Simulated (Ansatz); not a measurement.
# What MgSiS3 (model cell, started as cubic perovskite with Si in the octahedra) distorts into, part 2 of 3

Aim: this structure of MgSiS3 (model cell, started as cubic perovskite with Si in the octahedra) is to be tested for unstable modes, and one is followed downhill.

Ansatz 0.2.0; DFT LDA, scalar-relativistic, plane waves, PAW; PAW set soft_1.

So far, highest frequency on the path or at a solved wavevector (cm⁻¹): step 2 (the dispersion) 432. Also lowest frequency on the path (cm⁻¹): step 2 -264.

The structure was built from a prototype and need not be the compound's stable phase.

## 3. The mode frozen in, largest atomic shift 0 Å

The mode followed lies at q = (-0.5, -0.5, -0.5) with frequency 237.6i cm⁻¹ and is 3-fold degenerate, one of the unstable modes though not the softest. At small amplitude the distorted cell has space group no. 74 by a symmetry search on the positions. The undistorted cell that holds it gives the zero of energy on the same k mesh.

System of this step: MgSiS3 (model cell, started as cubic perovskite with Si in the octahedra). The structure is cubic, space group Pm-3m (No. 221). The conventional cell has a = 4.469 Å, b = 4.469 Å, c = 4.469 Å, α = 90.00°, β = 90.00°, γ = 90.00°. Nearest to Mg lie 12 S at 3.16 Å. Si has 6 S at 2.23 Å nearest. Nearest to S lie 2 Si at 2.23 Å and 4 Mg at 3.16 Å. Farther neighbours and most contacts between anions are not listed.

input.yaml

```yaml
crystal:
  lattice:
    - [4.4685187904, 4.4685187904, 0.0]
    - [4.4685187904, 0.0, 4.4685187904]
    - [4.4685187904, 0.0, -4.4685187904]
  atoms:
    - { symbol: Mg, position: [0.0, 0.0, 0.0] }
    - { symbol: Mg, position: [0.0, 0.5, 0.5] }
    - { symbol: Si, position: [0.5, 0.25, 0.75] }
    - { symbol: Si, position: [0.5, 0.75, 0.25] }
    - { symbol: S, position: [0.5, 0.0, 0.0] }
    - { symbol: S, position: [0.5, 0.5, 0.5] }
    - { symbol: S, position: [0.0, 0.5, 0.0] }
    - { symbol: S, position: [0.0, 0.0, 0.5] }
    - { symbol: S, position: [0.5, 0.0, 0.5] }
    - { symbol: S, position: [0.5, 0.5, 0.0] }
kpoints:
  mp_grid: { grid: [8, 8, 8] }
hamiltonian:
  xc: lda
  pseudopotentials: { kind: paw, azcp: { folder: soft_1 }, xc_functional: pbe }
scf:
  occupations: { method: methfessel_paxton, width: 0.2 }
output:
  forces: true
  stress: true
  eigenvalues: true
```

Started as:

```
$ ansatz run input.yaml --threads 4 --pin off --max-ram 16384MiB --backend cpu --events-out ev --progress --plain --runs-dir out
```

Numbers of over 12 decimals in the logs are rounded to 6 here.

The program printed:

```text
[...]
Crystal: 10 atoms, lattice volume = 178.452 Å³
Basis set: ecut = 420 eV, 3479 PW (Γ)
Bands: 42, of which v1, the nominal top of the filled ones, is band 32 counted from 1 (31 counted from 0)
Symmetry: 96 space group operations
[...]
k-points: 29 of 512
[...]
k-point 0: bands = [... 28 lower, 6.1165, 6.1165, 6.6338, 7.8758, 7.8758, 7.8758, 8.4776, 9.8517, ... 6 higher]
  k-point 1: bands = [... 28 lower, 6.1382, 6.1382, 6.8421, 7.6787, 7.6787, 7.7775, 8.8853, 9.6119, ... 6 higher]
  k-point 2: bands = [... 28 lower, 6.2581, 6.2581, 7.3372, 7.3372, 7.4139, 7.5166, 8.9666, 9.5266, ... 6 higher]
  k-point 28: bands = [... 28 lower, 5.5810, 5.5810, 6.7444, 6.7444, 8.7371, 8.7371, 9.1250, 9.1250, ... 6 higher]
[key lines of the parts left out:]
SCF converged after 8 iterations
Free energy (F): -10240.509408 eV
Fermi energy:    7.222673 eV
P = ⅓ Tr σ = 0.1070 GPa (1.070 kbar)
```

Run time: 3.2 s. Hardware: 4 threads of Arm Neoverse V1, shared host; peak memory 0.54 GiB; 12 s of CPU time.

Numbers from this step:

* pressure: 0.1070 GPa
* energy from the undistorted cell: 0 meV/atom

The run ends at a pressure of 0.11 GPa.

## 4. The mode frozen in, largest atomic shift 0.6 Å

The atoms are moved along the unstable eigenvector, the largest shift by 0.6 Å, with the cell fixed.

input.yaml, the sections that differ from step 3:

```yaml
crystal:
  lattice:
    - [4.4685187904, 4.4685187904, 0.0]
    - [4.4685187904, 0.0, 4.4685187904]
    - [4.4685187904, 0.0, -4.4685187904]
  atoms:
    - { symbol: Mg, position: [0.0, 0.0, 0.0] }
    - { symbol: Mg, position: [0.0, 0.5, 0.5] }
    - { symbol: Si, position: [0.5, 0.25, 0.75] }
    - { symbol: Si, position: [0.5, 0.75, 0.25] }
    - { symbol: S, position: [0.4050548764, 0.0949451236, 0.0949451236] }
    - { symbol: S, position: [0.5949451236, 0.4050548764, 0.4050548764] }
    - { symbol: S, position: [0.0, 0.5474725618, -0.0474725618] }
    - { symbol: S, position: [0.0, -0.0474725618, 0.5474725618] }
    - { symbol: S, position: [0.5, -0.0474725618, 0.5474725618] }
    - { symbol: S, position: [0.5, 0.5474725618, -0.0474725618] }
# kpoints, hamiltonian, scf, output: as in step 3
```

The program printed:

```text
[...]
Crystal: 10 atoms, lattice volume = 178.452 Å³
Basis set: ecut = 420 eV, 3479 PW (Γ)
Bands: 42, of which v1, the nominal top of the filled ones, is band 32 counted from 1 (31 counted from 0)
Symmetry: 8 space group operations
[...]
k-points: 95 of 512
[...]
k-point 0: bands = [... 28 lower, 6.3300, 6.3914, 6.7393, 7.4318, 7.4773, 8.5317, 9.1881, 9.7626, ... 6 higher]
  k-point 1: bands = [... 28 lower, 6.1522, 6.2618, 6.8510, 7.4179, 7.4416, 8.6124, 9.4720, 9.7769, ... 6 higher]
  k-point 2: bands = [... 28 lower, 6.2531, 6.3077, 6.8558, 7.2808, 7.3157, 8.4995, 9.3842, 10.1935, ... 6 higher]
  k-point 94: bands = [... 28 lower, 5.5985, 5.5985, 6.1303, 6.1303, 8.9492, 8.9492, 9.5769, 9.5769, ... 6 higher]
[key lines of the parts left out:]
SCF converged after 9 iterations
Free energy (F): -10243.386170 eV
Fermi energy:    7.246891 eV
P = ⅓ Tr σ = -3.6208 GPa (-36.208 kbar)
```

Wall time 12 s (4 threads); peak memory 0.78 GiB.

This step gave:

```yaml
pressure: -3.621 GPa
energy_from_the_undistorted_cell: -287.6 meV/atom
```

The energy, extrapolated to zero smearing, is -287.63 meV/atom against the undistorted cell.

The run ends at a pressure of -3.62 GPa, with forces up to 1.3 eV/Å.

## 5. Energy along the mode, all amplitudes (two of the runs are shown above)

An imaginary frequency means negative curvature, so the energy should fall and then rise again as anharmonic terms take over.

This step gave:

```
depth at the lowest point sampled  : 287.6 meV/atom
largest atomic shift at that point : 0.6 Å
```

The energy from the parent by largest atomic shift:

```
largest atomic shift (Å)  energy from the parent (meV/atom)
                   0.000                                  0
                   0.040                              -2.07
                   0.080                              -8.19
                   0.140                              -24.5
                   0.220                              -59.1
                   0.320                               -117
                   0.450                               -201
                   0.600                               -288
```

Displacement at unit largest shift by atom:

```
atom   x (Å)   y (Å)   z (Å)   size
 Mg1   0.000   0.000   0.000  0.000
 Mg2   0.000   0.000   0.000  0.000
 Si3   0.000   0.000   0.000  0.000
 Si4   0.000   0.000   0.000  0.000
  S5   0.707  -0.707   0.000  1.000
  S6  -0.707   0.707   0.000  1.000
  S7   0.000   0.000   0.707  0.707
  S8   0.000   0.000  -0.707  0.707
  S9   0.000   0.000  -0.707  0.707
 S10   0.000   0.000   0.707  0.707
```

The lowest of the steps tried is the last one, at 0.6 Å, 288 meV/atom below the parent; the bottom of the well need not coincide with a step.

## 6. Relaxation from the frozen mode

Starting from the lowest point found, all atoms and the cell are let go, so that strain and other modes of the same symmetry can join in.

input.yaml: that of step 4 with these lines changed.

```diff
@@ -27 +27,6 @@
   eigenvalues: true
+relax:
+  adjacent_minimum: "off"
+  f_tol: 0.002
+  max_steps: 120
+  cell: { stress_tol: 0.03 }
```

The program printed:

```text
[...]
Crystal: 10 atoms, lattice volume = 178.452 Å³
Basis set: ecut = 420 eV, 3479 PW (Γ)
Bands: 42, of which v1, the nominal top of the filled ones, is band 32 counted from 1 (31 counted from 0)
Symmetry: 8 space group operations
[...]
k-points: 95 of 512
[...]
SCF iter   1: F=—  HF=-10244.033928 eV  |F-HF|=—  |Δ(HF+E_count)|=         —  Δρ=3.90e-2  dr2=2.47e0  ethr=3.10e-3  ⟨swp⟩=10.3  Hψ=23007  notcnv=0
[...]
SCF iter   9: F=-10243.386170 eV  HF=-10243.386170 eV  |F-HF|=7.18e-9  |Δ(HF+E_count)|=   1.77e-8  S|Δr|=    0.00e0  Δρ=1.60e-6  dr2=1.06e-8  ethr=1.56e-10  ⟨swp⟩=14.3  Hψ=21184  notcnv=0
SCF 1 converged in 9 iterations: F = -10243.386170 eV  dr2 = 1.06e-8
[...]
relax step   1: F+E_penalty+E_count = -10243.38616980 eV  Δ(F+E_penalty+E_count) = +0.000e0 eV  max|allowed force component| = 1.278e0 eV/Å  Δτ_max = 0.0000 Å  P = -3.621 GPa  Ω = 178.452 Å³  (9 SCF iters, dr2 threshold 1.00e-7 eV, accepted)
Crystal: 10 atoms, lattice volume = 169.980 Å³
Basis set: ecut = 420 eV, 3335 PW (Γ)
[...]
SCF iter   7: F=-10244.590081 eV  HF=-10244.590081 eV  |F-HF|=1.10e-7  |Δ(HF+E_count)|=   1.20e-6  S|Δr|=    0.00e0  Δρ=1.09e-5  dr2=3.14e-7  ethr=1.56e-9  ⟨swp⟩=10.3  Hψ=21086  notcnv=0
SCF 2 converged in 7 iterations: F = -10244.590081 eV  dr2 = 3.14e-7
relax step   2: F+E_penalty+E_count = -10244.59008053 eV  Δ(F+E_penalty+E_count) = -1.204e0 eV  max|allowed force component| = 3.849e-1 eV/Å  Δτ_max = 0.1950 Å  P = -0.455 GPa  Ω = 169.980 Å³  energy of the carried Pulay correction = +1.780e-3 eV  (7 SCF iters, dr2 threshold 1.00e-6 eV, accepted)
Crystal: 10 atoms, lattice volume = 167.203 Å³
Basis set: ecut = 420 eV, 3285 PW (Γ)
[...]
SCF iter   7: F=-10244.728044 eV  HF=-10244.728044 eV  |F-HF|=4.27e-8  |Δ(HF+E_count)|=   4.74e-7  S|Δr|=    0.00e0  Δρ=7.37e-6  dr2=1.34e-7  ethr=1.56e-9  ⟨swp⟩=9.7  Hψ=20610  notcnv=0
SCF 3 converged in 7 iterations: F = -10244.728044 eV  dr2 = 1.34e-7
[...]
relax step   3: F+E_penalty+E_count = -10244.72804413 eV  Δ(F+E_penalty+E_count) = -1.380e-1 eV  max|allowed force component| = 4.321e-1 eV/Å  Δτ_max = 0.1944 Å  P = +1.800 GPa  Ω = 167.203 Å³  energy of the carried Pulay correction = +2.383e-3 eV  (7 SCF iters, dr2 threshold 1.00e-6 eV, accepted)
[...]
relax step   4: F+E_penalty+E_count = -10244.81444048 eV  Δ(F+E_penalty+E_count) = -8.640e-2 eV  max|allowed force component| = 1.423e-1 eV/Å  Δτ_max = 0.0576 Å  P = -0.085 GPa  Ω = 169.840 Å³  energy of the carried Pulay correction = +1.811e-3 eV  (6 SCF iters, dr2 threshold 1.00e-6 eV, accepted)
[...]
relax step   5: F+E_penalty+E_count = -10244.81964361 eV  Δ(F+E_penalty+E_count) = -5.203e-3 eV  max|allowed force component| = 5.627e-2 eV/Å  Δτ_max = 0.0249 Å  P = +0.009 GPa  Ω = 169.901 Å³  energy of the carried Pulay correction = +1.797e-3 eV  (5 SCF iters, dr2 threshold 1.00e-6 eV, accepted)
[...]
relax step   6: F+E_penalty+E_count = -10244.82113939 eV  Δ(F+E_penalty+E_count) = -1.496e-3 eV  max|allowed force component| = 3.349e-3 eV/Å  Δτ_max = 0.0105 Å  P = -0.020 GPa  Ω = 169.933 Å³  energy of the carried Pulay correction = +1.791e-3 eV  (5 SCF iters, dr2 threshold 2.34e-7 eV, accepted)
[...]
relax step   7: F+E_penalty+E_count = -10244.82116299 eV  Δ(F+E_penalty+E_count) = -2.360e-5 eV  max|allowed force component| = 3.597e-4 eV/Å  Δτ_max = 0.0009 Å  P = -0.002 GPa  Ω = 169.900 Å³  energy of the carried Pulay correction = +1.798e-3 eV  (5 SCF iters, dr2 threshold 7.20e-9 eV, accepted)
[...]
SCF iter   6: F=-10244.819636 eV  HF=-10244.819636 eV  |F-HF|=0.00e0  |Δ(HF+E_count)|=  1.82e-12  S|Δr|=    0.00e0  Δρ=2.97e-8  dr2=1.44e-12  ethr=1.00e-12  ⟨swp⟩=8.4  Hψ=18398  notcnv=0
SCF 8 converged in 6 iterations: F = -10244.819636 eV  dr2 = 1.44e-12
relax step   8: F+E_penalty+E_count = -10244.81963601 eV  Δ(F+E_penalty+E_count) = +1.527e-3 eV  max|allowed force component| = 3.012e-4 eV/Å  Δτ_max = 0.0000 Å  P = -0.003 GPa  Ω = 169.900 Å³  stress off target by 6.68e-3 GPa  SCF on the basis re-selected at this cell (its energy is not comparable with the rows above)  (6 SCF iters)
basis re-selected at this cell: Δ(F+E_penalty+E_count) = +1.527e-3 eV, ΔP = -0.002 GPa vs the last step (what re-selecting the basis moved, of the pressure what is left beyond the Pulay correction that the steps carried, after the strain that the cell walked since its last selection, with what the two solves' SCF thresholds leave and, on support functions, any second-order correction that the steps lacked; it is no m [...]
SCF converged after 6 iterations
[...]
Free energy (F): -10244.819636 eV
[...]
Internal energy: -10244.821076 eV  (E = F + TS)
E sigma→0 (E₀):  -10244.819996 eV
Entropy (-TS):   0.001440 eV (0.144 meV/atom)
Fermi energy:    7.657842 eV
[...]
--- Forces (eV/Å), atoms counted from 1 ---
  atom   1  Mg    -0.00030121     0.00030121     0.00000000
  atom   2  Mg     0.00030121    -0.00030121    -0.00000000
  atom   3  Si    -0.00000000    -0.00000000     0.00000000
  atom   4  Si     0.00000000     0.00000000     0.00000000
  atom   5  S      0.00004115    -0.00004115    -0.00000000
  atom   6  S     -0.00004115     0.00004115     0.00000000
  atom   7  S     -0.00000000    -0.00000000     0.00003954
  atom   8  S      0.00000000     0.00000000    -0.00003954
  atom   9  S     -0.00000000    -0.00000000    -0.00003954
  atom  10  S      0.00000000     0.00000000     0.00003954
  max |Σ_I F_I| component: 6.94e-18 eV/Å
--- Stress (GPa, compression-positive) ---
       -0.004425       0.002257       0.000000
        0.002257      -0.004425      -0.000000
        0.000000      -0.000000      -0.001600
  P = ⅓ Tr σ = -0.0035 GPa (-0.035 kbar)
--- Band table (eV; the first three rows and the last of 95) ---
  k-point 0: bands = [... 28 lower, 6.3185, 6.8204, 7.3894, 7.4686, 8.0367, 9.5561, 10.4389, 10.9442, ... 6 higher]
  k-point 1: bands = [... 28 lower, 6.5289, 6.6481, 7.2686, 7.5895, 8.0698, 9.6904, 10.3457, 11.0947, ... 6 higher]
  k-point 2: bands = [... 28 lower, 6.3422, 6.7115, 7.1325, 7.5668, 7.9736, 9.5757, 10.6681, 10.7202, ... 6 higher]
  k-point 94: bands = [... 28 lower, 6.2234, 6.2234, 6.4839, 6.4839, 9.4969, 9.4969, 10.6657, 10.6657, ... 6 higher]
--- Relaxed structure (7 steps of the walk, 7 accepted, 1 SCFs on fresh bases) ---
  F+E_penalty+E_count = -10244.81963601 eV   max|allowed force component| = 3.012e-4 eV/Å   (the final SCF, on the basis selected at the relaxed cell)
  cell:  # Å, volume = 169.8999 Å³
    - [4.503281, 4.503281, 0.0]
    - [4.350564, 0.152717, 4.493736]
    - [4.350564, 0.152717, -4.493736]
  atoms:
    - { symbol: Mg, position: [0.044125, -0.044125, -0.044125] }
    - { symbol: Mg, position: [-0.044125, 0.544125, 0.544125] }
    - { symbol: Si, position: [0.500000, 0.25, 0.750000] }
    - { symbol: Si, position: [0.5, 0.750000, 0.250000] }
    - { symbol: S, position: [0.370418, 0.129582, 0.129582] }
    - { symbol: S, position: [0.629582, 0.370418, 0.370418] }
    - { symbol: S, position: [3.469446951953614e-18, 0.575499, -0.075499] }
    - { symbol: S, position: [3.469446951953614e-18, -0.075499, 0.575499] }
    - { symbol: S, position: [0.500000, -0.075499, 0.575499] }
    - { symbol: S, position: [0.500000, 0.575499, -0.075499] }
```

Run time: 91 s. Hardware: 4 threads; peak memory 0.83 GiB; 6 min of CPU time.

Step by step:

```
step  energy less that of the first step (eV)  largest force component (eV/Å)  pressure (GPa)  volume (Å³)
   1                                   0.0000                          1.2782           -3.62       178.45
   2                                  -1.2039                          0.3849           -0.46       169.98
   3                                  -1.3419                          0.4321            1.80       167.20
   4                                  -1.4283                          0.1423           -0.08       169.84
   5                                  -1.4335                          0.0563            0.01       169.90
   6                                  -1.4350                          0.0033           -0.02       169.93
   7                                  -1.4350                          0.0004            0.00       169.90
  8*                                  -1.4335                          0.0003            0.00       169.90
```

Relaxation steps marked * repeat the geometry before them on a plane-wave basis chosen anew for their cell, so energy and pressure can jump there.

Forces are held to the 8 operations that the run works with; a distortion that breaks them can't arise in this run.

```
conventional cell, symmetrised  before  after  change
                         a (Å)   6.319  6.369  +0.8 %
                         b (Å)   8.937  8.987  +0.6 %
                         c (Å)   6.319  5.937  -6.1 %
              volume (Å³/atom)   17.85  16.99  -4.8 %
```

The atoms that moved most (Å, as changes of fractional coordinates times the final cell):

```
atom      dx      dy      dz  length
 Mg1  -0.185   0.185   0.000   0.262
 Mg2   0.185  -0.185   0.000   0.262
  S7   0.000   0.000   0.252   0.252
 S10   0.000   0.000   0.252   0.252
  S9   0.000   0.000  -0.252   0.252
  S8   0.000   0.000  -0.252   0.252
  S6  -0.145   0.145   0.000   0.206
  S5   0.145  -0.145   0.000   0.206
```

Numbers from this step:

- pressure: -0.003483 GPa
- volume per atom: 16.99 Å³

The distorted start has space group Imma; the relaxation ends in Imma.

## 7. The new phase in its own primitive cell

The relaxed structure is symmetrised, reduced to its primitive cell and relaxed tightly, as its phonons need.

input.yaml, the sections that differ from step 6:

```yaml
crystal:
  lattice:
    - [-3.1843006975, 4.4937358864, 2.9683261292]
    - [3.1843006975, -4.4937358864, 2.9683261292]
    - [3.1843006975, 4.4937358864, -2.9683261292]
  atoms:
    - { symbol: Mg, position: [0.7058754269, 0.9558754269, 0.75] }
    - { symbol: Mg, position: [0.2941245731, 0.0441245731, 0.25] }
    - { symbol: Si, position: [0.5, 0.5, 0.0] }
    - { symbol: Si, position: [0.0, 0.5, 0.5] }
    - { symbol: S, position: [0.8795820581, 0.6295820581, 0.25] }
    - { symbol: S, position: [0.1204179419, 0.3704179419, 0.75] }
    - { symbol: S, position: [0.6745010679, 0.0, 0.1745010679] }
    - { symbol: S, position: [0.3254989321, 0.0, 0.8254989321] }
    - { symbol: S, position: [0.3254989321, 0.5, 0.3254989321] }
    - { symbol: S, position: [0.6745010679, 0.5, 0.6745010679] }
relax:
  adjacent_minimum: "off"
  f_tol: 0.001
  max_steps: 60
  cell: { stress_tol: 0.01 }
# kpoints, hamiltonian, scf, output: as in step 6
```

The program printed:

```text
[...]
Crystal: 10 atoms, lattice volume = 169.900 Å³
Basis set: ecut = 420 eV, 3325 PW (Γ)
Bands: 42, of which v1, the nominal top of the filled ones, is band 32 counted from 1 (31 counted from 0)
Symmetry: 8 space group operations
[...]
k-points: 95 of 512
[...]
- { symbol: Si, position: [0.5, 0.5, 0.0] }
    - { symbol: Si, position: [0.0, 0.5, 0.5] }
    - { symbol: S, position: [0.8795820581, 0.6295820581, 0.25] }
    - { symbol: S, position: [0.120418, 0.3704179419, 0.75] }
    - { symbol: S, position: [0.6745010679, -2.7755575615628914e-17, 0.174501] }
    - { symbol: S, position: [0.3254989321, 8.326672684688674e-17, 0.825499] }
    - { symbol: S, position: [0.3254989321, 0.5, 0.3254989321] }
    - { symbol: S, position: [0.6745010679, 0.5, 0.674501] }
[key lines of the parts left out:]
SCF converged after 8 iterations
Free energy (F): -10244.819636 eV
Fermi energy:    7.657842 eV
P = ⅓ Tr σ = -0.0035 GPa (-0.035 kbar)
```

It took 25 s on 4 threads; peak memory 0.8 GiB.

Little changed from the start: no atom moved by 0.005 Å and no cell edge by 0.1 %.

Numbers from this step:

| Item | Value |
| --- | --- |
| pressure | -0.003482 GPa |

The largest force component left is 0.43 meV/Å and the pressure is -0.003 GPa, within the tolerances set. The cell now holds 16.99 Å³/atom.

[end of part 2 of 3]

[Logs are printed without paths, hosts, clocks, repeated set-up lines and the standing remarks that a program may print on its own settings, such as how far it seeks lower states.]

[Hosts, paths, dates, database ids (printed as entryN), source tags and the programs' standing remarks are cut or masked in the printed files.]
